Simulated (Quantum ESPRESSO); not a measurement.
# CaO (Lime): third-order response, part 3 of 3

Aim: Raman and infrared lines of CaO (Lime).

Quantum ESPRESSO 8.0 development, patched; DFT LDA, scalar-relativistic, plane waves, PseudoDojo norm-conserving pseudopotentials.

So far. Step 5 (Linear response at Γ): The acoustic modes at Γ come out as far as 1.6 cm⁻¹ from zero, where they should vanish, a small numerical error; the Born charges miss their sum rule by 3.5e-4 e, which is good. Step 6 (Modes with the sum rule): The rule moves no optical mode by more than 0.1 cm⁻¹. The relaxed cell has a = 4.704 Å (conventional setting).

## 7. Sum rules set otherwise: a sum rule for molecules or wires on a crystal

This rule also removes rotations, which suits wires and not a crystal; it is tried to see the harm.

dynmat.in

```
 &input
    fildyn='g.dyn',
    asr='one-dim',
    fileig='dynmat.eig',
    lperm=.true.,
 /
```

On the command line:

```sh
dynmat.x -in dynmat.in > dynmat.out
```

What it wrote:

```text
[banner, memory and clock lines left out]
Program DYNMAT v.8.0dev

     Reading Dynamical Matrix from file g.dyn
     ...Force constants read
     ...epsilon and Z* read
     ...Raman cross sections read
asr rotation axis in 1D system=    3
     For the rotational sum rules    1 atoms are taken in another cell, next to their neighbours
     Acoustic Sum Rule: || Z*(ASR) - Z*(orig)|| =    4.275568E-04
     Acoustic Sum Rule: ||dyn(ASR) - dyn(orig)||=    2.969903E-05
     Message from routine dynmat:
     WARNING: the charges keep any dipole. Ignore the strengths of the modes set to zero; with q typed a rigid rotation may get a frequency
     A direction for q was not specified:TO-LO splitting will be absent

     Polarizability (A^3 units)
     multiply by 0.511016 for Clausius-Mossotti correction (not under assume_isolated = 'mt')
         5.944952   -0.000000    0.000000
        -0.000000    5.944952   -0.000000
         0.000000    0.000000    5.944952

     IR activities are in (D/A)^2/amu units

# mode   [cm-1]    [THz]      IR
    1     -0.00   -0.0000    0.0000
    2     -0.00   -0.0000    0.0000
    3      0.00    0.0000    0.0000
    4    290.91    8.7212   11.4165
    5    290.91    8.7212   11.4165
    6    290.91    8.7212   11.4165

Electronic dielectric permittivity tensor (relative, adimensional)
         3.870661   -0.000000    0.000000
        -0.000000    3.870661   -0.000000
         0.000000    0.000000    3.870661

 ... with zone-center polar mode contributions
        14.926525   -0.000000    0.000000
        -0.000000   14.926525   -0.000000
         0.000000   -0.000000   14.926525
```

The job ended after 0.68 s (1 thread of Intel Xeon at 2.70GHz, shared host).

The program raised no error, yet the settings are not those of a careful run.

The fault: a sum rule for molecules or wires on a crystal; here no optical mode moves by more than 0.1 cm⁻¹.

Zone-centre frequencies as printed; negative means imaginary. Modes:

| mode | frequency (cm⁻¹) |
| --- | --- |
| 1 | 0 |
| 2 | 0 |
| 3 | 0 |
| 4 | 290.9 |
| 5 | 290.9 |
| 6 | 290.9 |

## 8. Sum rules set otherwise (asr no)

Without the rule the raw error of the acoustic modes shows.

dynmat.in

```
 &input
    fildyn='g.dyn',
    asr='no',
    fileig='dynmat.eig',
    lperm=.true.,
 /
```

On the command line:

```sh
dynmat.x -in dynmat.in > dynmat.out
```

What it wrote:

```text
[banner, memory and clock lines left out]
Program DYNMAT v.8.0dev

     Reading Dynamical Matrix from file g.dyn
     ...Force constants read
     ...epsilon and Z* read
     ...Raman cross sections read
     A direction for q was not specified:TO-LO splitting will be absent

     Polarizability (A^3 units)
     multiply by 0.511016 for Clausius-Mossotti correction (not under assume_isolated = 'mt')
         5.944952   -0.000000    0.000000
        -0.000000    5.944952   -0.000000
         0.000000    0.000000    5.944952

     IR activities are in (D/A)^2/amu units

# mode   [cm-1]    [THz]      IR
    1      1.57    0.0472    0.0000
    2      1.57    0.0472    0.0000
    3      1.57    0.0472    0.0000
    4    290.92    8.7216   11.4172
    5    290.92    8.7216   11.4172
    6    290.92    8.7216   11.4172

Electronic dielectric permittivity tensor (relative, adimensional)
         3.870661   -0.000000    0.000000
        -0.000000    3.870661   -0.000000
         0.000000    0.000000    3.870661

 ... with zone-center polar mode contributions
        14.926401    0.000000    0.000000
         0.000000   14.926401    0.000000
         0.000000    0.000000   14.926401
```

Elapsed: 0.73 s, on 1 thread.

Zone-centre frequencies as printed; negative means imaginary. Modes:

| mode | frequency (cm⁻¹) |
| --- | --- |
| 1 | 1.57 |
| 2 | 1.57 |
| 3 | 1.57 |
| 4 | 290.9 |
| 5 | 290.9 |
| 6 | 290.9 |

Against the first rule no mode moves by more than 1.6 cm⁻¹.

## 9. The LO-TO splitting (1 0 0)

A longitudinal polar mode sets up a macroscopic field that stiffens it; the term hangs on the direction from which q goes to zero.

dynmat.in

```
 &input
    fildyn='g.dyn',
    asr='simple',
    fileig='dynmat.eig',
    q(1)=1.0,
    q(2)=0.0,
    q(3)=0.0,
 /
```

On the command line:

```sh
dynmat.x -in dynmat.in > dynmat.out
```

What it wrote:

```text
[banner, memory and clock lines left out]
Program DYNMAT v.8.0dev

     Reading Dynamical Matrix from file g.dyn
     ...Force constants read
     ...epsilon and Z* read
     ...Raman cross sections read

     Polarizability (A^3 units)
     multiply by 0.511016 for Clausius-Mossotti correction (not under assume_isolated = 'mt')
         5.944952   -0.000000    0.000000
        -0.000000    5.944952   -0.000000
         0.000000    0.000000    5.944952

     IR activities are in (D/A)^2/amu units

# mode   [cm-1]    [THz]      IR
    1     -0.00   -0.0000    0.0000
    2      0.00    0.0000    0.0000
    3      0.00    0.0000    0.0000
    4    290.90    8.7211   11.4165
    5    290.90    8.7211   11.4165
    6    571.27   17.1263   11.4165
```

Wall time 0.74 s (1 thread).

Read from the output:

```
highest mode moved by the LO-TO term : 571.3 cm⁻¹
```

Zone-centre frequencies as printed; negative means imaginary. Modes:

| mode | frequency (cm⁻¹) |
| --- | --- |
| 1 | 0 |
| 2 | 0 |
| 3 | 0 |
| 4 | 290.9 |
| 5 | 290.9 |
| 6 | 571.3 |

The field moves one mode, from 291 to 571 cm⁻¹; the others stay.

## 10. Summary of results

```json
{
  "space group after relaxation": "Fm-3m",
  "volume per atom": "13.0 Å³",
  "gap on the k-mesh": "3.45 eV",
  "highest optical zone-centre mode (no LO-TO term)": "290.9 cm⁻¹",
  "highest mode moved by the LO-TO term": "571.3 cm⁻¹",
  "mean high-frequency dielectric constant": "3.87",
  "largest Born charge in size (third of the trace)": "2.38 e",
  "mean static dielectric constant": "14.9",
  "imaginary optical modes at the zone centre (no q mesh in this session)": "none"
}
```

**Reading.** No mode is Raman active in this structure; the strongest infrared line lies at 291 cm⁻¹. At the LDA level the optical modes of CaO (Lime) at the zone centre (no LO-TO term) lie at 291 cm⁻¹. Along the directions run, the highest mode that the macroscopic field moves lies at 571 cm⁻¹. Lattice motion raises the mean dielectric constant from 3.871 to 14.93. The Born charge of O is -2.379 e against a formal charge of -2, somewhat above it. The Lyddane-Sachs-Teller relation holds: (ωLO/ωTO)² is 3.86 and ε₀/ε∞ is 3.86. These are harmonic frequencies at zero temperature: anharmonic shifts and linewidths and thermal expansion are left out. The build is a development version in which the Raman tensors of release 7.5 are mended; dynmat.x leaves out the electro-optic term of LO lines.

[Host names and launcher messages were left out of these logs when they were recorded.]

[Logs are printed without paths, hosts, clocks, repeated set-up lines and the standing remarks that a program may print on its own settings, such as how far it seeks lower states.]

[Hosts, paths, dates, database ids (printed as entryN), source tags and the programs' standing remarks are cut or masked in the printed files.]
